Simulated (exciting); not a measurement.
**Core excitons at the F K edge of YSF**

How far do the exchange and direct terms reshape the F K edge of YSF?

Method: X-ray absorption, core-level Bethe-Salpeter equation, exchange and statically screened direct term, Tamm-Dancoff, all-electron LAPW+lo LDA, in exciting sodium.

This is a report of a sequence of runs, with most program output left out.

## (1) Starting point

It takes space group P4/nmm (No. 129, tetragonal). The conventional cell has a = 3.773 Å, b = 3.773 Å, c = 6.827 Å, α = 90.00°, β = 90.00°, γ = 90.00°. Y has 4 F at 2.44 Å and 5 S at 2.81 to 2.86 Å nearest. S has 5 Y at 2.81 to 2.86 Å nearest. F has 4 Y at 2.44 Å nearest. Farther neighbours and most contacts between anions are not listed.

Coordinates:

```cif
data_structure
_symmetry_space_group_name_H-M 'P4/nmm:1'
_symmetry_Int_Tables_number 129
_cell_length_a 3.7730
_cell_length_b 3.7730
_cell_length_c 6.8267
_cell_angle_alpha 90.000
_cell_angle_beta 90.000
_cell_angle_gamma 90.000
_cell_volume 97.18
loop_
_atom_site_label
_atom_site_type_symbol
_atom_site_symmetry_multiplicity
_atom_site_Wyckoff_symbol
_atom_site_fract_x
_atom_site_fract_y
_atom_site_fract_z
_atom_site_occupancy
Y1 Y 2 c 0.50000 0.00000 0.77277 1
S1 S 2 c 0.50000 0.00000 0.35443 1
F1 F 2 a 0.50000 0.50000 0.00000 1
```

Differences between curves are given as r.m.s. difference over r.m.s. height.

## (2) The self-consistent potential

The species files are the program's own, with muffin-tin radii set in the input.

Contents of input.xml:

```
<input>
  <title>YSF</title>
  <structure speciespath="." autormt="false" epslat="1.0e-5">
    <crystal>
      <basevect>7.1299083966 0.0000000000 0.0000000000</basevect>
      <basevect>0.0000000000 7.1299083966 0.0000000000</basevect>
      <basevect>0.0000000000 0.0000000000 12.9005311984</basevect>
    </crystal>
    <species speciesfile="Y.xml" rmt="2.464">
      <atom coord="0.5000000000 0.0000000000 0.7727719800"/>
      <atom coord="0.0000000000 0.5000000000 0.2272280200"/>
    </species>
    <species speciesfile="S.xml" rmt="2.300">
      <atom coord="0.5000000000 0.0000000000 0.3544328100"/>
      <atom coord="0.0000000000 0.5000000000 0.6455671900"/>
    </species>
    <species speciesfile="F.xml" rmt="2.013">
      <atom coord="0.5000000000 0.5000000000 0.0000000000"/>
      <atom coord="0.0000000000 0.0000000000 0.0000000000"/>
    </species>
  </structure>
  <groundstate do="fromscratch" xctype="LDA_PW" ngridk="5 5 2" rgkmax="7" gmaxvr="14" nempty="8" swidth="0.001" maxscl="100" epsengy="1e-5"/>
</input>
```

Launch:

```
> OMP_NUM_THREADS=1 mpirun -n 2 exciting
```

It took 1.7 min on 2 MPI ranks of Intel Xeon at 2.50GHz (Skylake/Cascade Lake), shared host.

The mesh shows a gap of 1.17 eV. Core levels (Dirac, from the valence top):

```
atom  level  energy (eV)
   F  1s1/2       -651.0
```

## (3) A richer basis for the empty states

Each species file gets more local orbitals, built from u and its energy derivative at 0.15 Ha and u at 0.9 Ha.

input.xml is that of step 2.

Contents of SPECIES.xml, added lines:

```
<lo l="L">  <!-- L = 0, 1, 2 -->
  <wf matchingOrder="0" trialEnergy="0.1500" searchE="false"/>
  <wf matchingOrder="1" trialEnergy="0.1500" searchE="false"/>
  <wf matchingOrder="0" trialEnergy="0.9000" searchE="false"/>
</lo>
```

Launch:

```
> OMP_NUM_THREADS=1 mpirun -n 2 exciting
```

Wall time 1.9 min (2 MPI ranks).

Against the first ground state the total energy moves by -9 meV an atom and the gap by 0.00 eV.

## (4) Screening, kernels and BSE for F atom 5

The absorber has 4 Y at 2.44 Å and 4 S at 3.07 Å (distorted cubic, site symmetry -4m2).

Changes to input.xml since step 3:

```diff
@@ -21,3 +21,20 @@
   </structure>
-  <groundstate do="fromscratch" xctype="LDA_PW" ngridk="5 5 2" rgkmax="7" gmaxvr="14" nempty="8" swidth="0.001" maxscl="100" epsengy="1e-5"/>
+  <groundstate do="skip" xctype="LDA_PW" ngridk="5 5 2" rgkmax="7" gmaxvr="14" nempty="8" swidth="0.001" maxscl="100" epsengy="1e-5"/>
+  <xs xstype="BSE" ngridk="4 4 2" ngridq="4 4 2" vkloff="0.097 0.273 0.493" rgkmax="7" nempty="48" gqmax="3" lmaxapwwf="5" lmaxemat="2" broad="0.01654" tevout="true">
+    <energywindow intv="23.523 25.140" points="439"/>
+    <screening screentype="full" nempty="73"/>
+    <BSE xas="true" xasspecies="3" xasatom="1" xasedge="K" bsetype="singlet" nstlxas="1 44"/>
+    <qpointset>
+      <qpoint>0 0 0</qpoint>
+    </qpointset>
+    <plan>
+      <doonly task="xsgeneigvec"/>
+      <doonly task="writepmatxs"/>
+      <doonly task="scrgeneigvec"/>
+      <doonly task="scrwritepmat"/>
+      <doonly task="screen"/>
+      <doonly task="scrcoulint"/>
+      <doonly task="exccoulint"/>
+    </plan>
+  </xs>
 </input>
```

Contents of input.xml for the last start (plan only):

```
  <plan>
    <doonly task="bse"/>
  </plan>
```

Launch:

```
> OMP_NUM_THREADS=1 mpirun -n 2 exciting
> OMP_NUM_THREADS=2 exciting
```

Elapsed: 75 min, on 2 MPI ranks.

Wall time by task: xsgeneigvec 23 s, writepmatxs 20 s, scrgeneigvec 21 s, scrwritepmat 13 s, screen 19 min, scrcoulint 29 min, exccoulint 25 min, bse 44 s.

The F K spectrum of F atom 5 (energy from the Kohn–Sham onset, core level to the lowest empty state found on the meshes used, 652.09 eV; the ground-state mesh sets it, and the shifted mesh has its lowest transition 0.38 eV above it; Im ε scaled to the maximum of the singlet run; cut below the end of the band set):

```
E (eV)  isotropic  ε ⊥ c  ε ∥ c
  -3.0       0.02   0.01   0.02
  -2.5       0.02   0.02   0.03
  -2.0       0.03   0.02   0.03
  -1.5       0.03   0.03   0.04
  -1.0       0.04   0.03   0.06
  -0.5       0.07   0.05   0.11
   0.0       0.11   0.07   0.20
   0.5       0.22   0.11   0.43
   1.0       0.41   0.22   0.79
   1.5       0.64   0.56   0.79
   2.0       0.99   1.06   0.87
   2.5       0.70   0.74   0.63
   3.0       0.47   0.50   0.41
   3.5       0.38   0.40   0.33
   4.0       0.29   0.31   0.25
   4.5       0.22   0.24   0.19
   5.0       0.19   0.21   0.15
   5.5       0.20   0.22   0.14
   6.0       0.26   0.30   0.18
   6.5       0.35   0.36   0.32
   7.0       0.37   0.36   0.39
   7.5       0.31   0.29   0.35
   8.0       0.32   0.32   0.32
   8.5       0.32   0.35   0.27
   9.0       0.34   0.36   0.28
   9.5       0.29   0.30   0.29
  10.0       0.22   0.20   0.25
  10.5       0.20   0.17   0.24
  11.0       0.17   0.15   0.21
  11.5       0.14   0.14   0.16
  12.0       0.14   0.14   0.14
  12.5       0.17   0.18   0.15
  13.0       0.22   0.25   0.18
  13.5       0.20   0.21   0.18
  14.0       0.20   0.22   0.16
  14.5       0.18   0.20   0.14
  15.0       0.18   0.21   0.13
  15.5       0.20   0.24   0.12
  16.0       0.21   0.25   0.13
  16.5       0.19   0.21   0.13
  17.0       0.17   0.18   0.14
  17.5       0.17   0.18   0.15
  18.0       0.15   0.15   0.17
  18.5       0.13   0.11   0.16
  19.0       0.14   0.10   0.20
  19.5       0.13   0.10   0.20
  20.0       0.12   0.09   0.17
  20.5       0.11   0.09   0.17
  21.0       0.12   0.09   0.17
```

Maxima (height): 1.9 eV (1.00), 6.9 eV (0.38), 9.0 eV (0.34), 13.1 eV (0.22) and 15.9 eV (0.22).

The Hamiltonian has 2816 rows. The lowest groups of eigenvalues and the brightest ones, on the scale above (the program counts from the shifted mesh's onset, 0.38 eV higher). Core spinors bring spin-forbidden partners, so dark means forbidden by spin or by symmetry, and the shifted mesh splits states that symmetry would keep together:

```
energy (eV)  states within 10 meV  relative strength
     -0.115                     2             1.5e-4
      0.000                     2              0.041
      0.656                     2             0.0028
      0.762                     2               0.13
      0.952                     2               0.77
      1.094                     2             0.0031
      1.502                     2               0.25
      1.887                     2               0.43
      1.905                     2               0.33
      1.929                     3               1.00
      1.941                     2               0.30
      2.021                     3               0.23
```

## (5) Independent particles

Changes to input.xml since step 4:

```diff
@@ -25,3 +25,3 @@
     <screening screentype="full" nempty="73"/>
-    <BSE xas="true" xasspecies="3" xasatom="1" xasedge="K" bsetype="singlet" nstlxas="1 44"/>
+    <BSE xas="true" xasspecies="3" xasatom="1" xasedge="K" bsetype="IP" nstlxas="1 44"/>
     <qpointset>
@@ -30,9 +30,3 @@
     <plan>
-      <doonly task="xsgeneigvec"/>
-      <doonly task="writepmatxs"/>
-      <doonly task="scrgeneigvec"/>
-      <doonly task="scrwritepmat"/>
-      <doonly task="screen"/>
-      <doonly task="scrcoulint"/>
-      <doonly task="exccoulint"/>
+      <doonly task="bse"/>
     </plan>
```

Launch:

```
> OMP_NUM_THREADS=2 exciting
```

It took 3 s on 2 threads.

Maxima (height): 3.5 eV (0.47), 7.7 eV (0.31), 10.2 eV (0.41), 17.1 eV (0.29) and 18.3 eV (0.28); 2 lower ones aren't listed. Against the singlet run the r.m.s. difference is 67 %. Moving the earlier curve by +1.8 eV leaves 36 %. The highest maximum lies at 3.5 eV (0.47), against 1.9 eV (1.00).

## (6) Exchange alone

Changes to input.xml since step 5:

```diff
@@ -25,3 +25,3 @@
     <screening screentype="full" nempty="73"/>
-    <BSE xas="true" xasspecies="3" xasatom="1" xasedge="K" bsetype="IP" nstlxas="1 44"/>
+    <BSE xas="true" xasspecies="3" xasatom="1" xasedge="K" bsetype="RPA" nstlxas="1 44"/>
     <qpointset>
```

Launch:

```
> OMP_NUM_THREADS=2 exciting
```

Run time: 52 s. Hardware: 2 threads.

Maxima (height): 3.5 eV (0.46), 7.7 eV (0.31), 10.2 eV (0.41), 17.2 eV (0.29) and 18.3 eV (0.29); 2 lower ones aren't listed. Against the independent-particle run the r.m.s. difference is 1 %.

## (7) Broadening

Changed against the first singlet run: half width (eV) from 0.45 to 0.11.

Changes to input.xml since step 6:

```diff
@@ -22,6 +22,6 @@
   <groundstate do="skip" xctype="LDA_PW" ngridk="5 5 2" rgkmax="7" gmaxvr="14" nempty="8" swidth="0.001" maxscl="100" epsengy="1e-5"/>
-  <xs xstype="BSE" ngridk="4 4 2" ngridq="4 4 2" vkloff="0.097 0.273 0.493" rgkmax="7" nempty="48" gqmax="3" lmaxapwwf="5" lmaxemat="2" broad="0.01654" tevout="true">
-    <energywindow intv="23.523 25.140" points="439"/>
+  <xs xstype="BSE" ngridk="4 4 2" ngridq="4 4 2" vkloff="0.097 0.273 0.493" rgkmax="7" nempty="48" gqmax="3" lmaxapwwf="5" lmaxemat="2" broad="0.00404" tevout="true">
+    <energywindow intv="23.523 25.140" points="1199"/>
     <screening screentype="full" nempty="73"/>
-    <BSE xas="true" xasspecies="3" xasatom="1" xasedge="K" bsetype="RPA" nstlxas="1 44"/>
+    <BSE xas="true" xasspecies="3" xasatom="1" xasedge="K" bsetype="singlet" nstlxas="1 44"/>
     <qpointset>
```

Launch:

```
> OMP_NUM_THREADS=2 exciting
```

The job ended after 50 s (2 threads).

Against the singlet run the r.m.s. difference is 49 %. The highest maximum lies at 1.9 eV (2.57), against 1.9 eV (1.00). Only the width of each line changes; the area stays. A table step wider than the lines misses their tops.

```
E (eV)  first run  this run
  -2.0       0.03      0.01
  -1.0       0.04      0.01
   0.0       0.11      0.06
   1.0       0.41      0.70
   2.0       0.99      2.13
   3.0       0.47      0.41
   4.0       0.29      0.27
   5.0       0.19      0.14
   6.0       0.26      0.24
   7.0       0.37      0.49
   8.0       0.32      0.39
   9.0       0.34      0.40
  10.0       0.22      0.15
  11.0       0.17      0.18
  12.0       0.14      0.12
  13.0       0.22      0.33
  14.0       0.20      0.24
  15.0       0.18      0.19
  16.0       0.21      0.27
  17.0       0.17      0.14
  18.0       0.15      0.15
  19.0       0.14      0.14
  20.0       0.12      0.11
  21.0       0.12      0.12
```

## (8) From independent particles to the full kernel

```
  level  curve passes 0.15 (eV)  highest maximum (eV)  its height
     IP                     2.2                   3.5        0.47
    RPA                     2.2                   3.5        0.46
singlet                     0.3                   1.9        1.00
```

```
E (eV)    IP   RPA  singlet
  -2.0  0.01  0.01     0.03
  -1.0  0.01  0.01     0.04
   0.0  0.02  0.02     0.11
   1.0  0.05  0.05     0.41
   2.0  0.12  0.12     0.99
   3.0  0.36  0.34     0.47
   4.0  0.45  0.45     0.29
   5.0  0.34  0.34     0.19
   6.0  0.16  0.16     0.26
   7.0  0.22  0.21     0.37
   8.0  0.29  0.29     0.32
   9.0  0.30  0.30     0.34
  10.0  0.40  0.40     0.22
  11.0  0.33  0.33     0.17
  12.0  0.21  0.22     0.14
  13.0  0.18  0.18     0.22
  14.0  0.26  0.26     0.20
  15.0  0.24  0.24     0.18
  16.0  0.21  0.21     0.21
  17.0  0.29  0.29     0.17
  18.0  0.27  0.27     0.15
  19.0  0.22  0.22     0.14
  20.0  0.23  0.23     0.12
  21.0  0.18  0.19     0.12
```

## (9) Results

```
absorber and edge   : F K, atom 5
surroundings        : 4 Y at 2.44 Å and 4 S at 3.07 Å (distorted cubic, site symmetry -4m2)
first bright state  : 0.76 eV from the Kohn–Sham onset, on this mesh
highest maximum     : 1.9 eV
cost of the BSE run : 75 min on 2 MPI ranks of Intel Xeon at 2.50GHz (Skylake/Cascade Lake), shared host; the last task ran on as many threads
```

Is a core exciton bound? No bright one: the first bright state (over 5 % of the brightest) lies at 0.76 eV from the Kohn–Sham onset and at 0.39 eV from the lowest bare transition of its own mesh; weaker or dark states reach down to -0.11 eV. Changing the half width (eV) from 0.45 to 0.11 alters the spectrum by 49 % r.m.s. Exchange alone changes the independent-particle spectrum by 1.4 % r.m.s. Binding energies aren't converged on 32 k points, and fine structure above the first lines is partly noise of the mesh. Exchange and the short-range direct term aren't converged in the kernel cutoff. The zero comes from the unshifted 5×5×2 ground-state mesh; it is exact only where the band minimum lies on that mesh. The Kohn–Sham onset, 652 eV, is no photon energy: the scale needs a rigid shift. No quasiparticle correction widens the gap or stretches the bands. Vibrations and energy-dependent lifetimes are left out. The structure is a Materials Project entry, computed there, and may be a hypothetical form.

[Logs are printed without paths, hosts, clocks, repeated set-up lines and the standing remarks that a program may print on its own settings, such as how far it seeks lower states.]

[Hosts, paths, dates, database ids (printed as entryN), source tags and the programs' standing remarks are cut or masked in the printed files.]
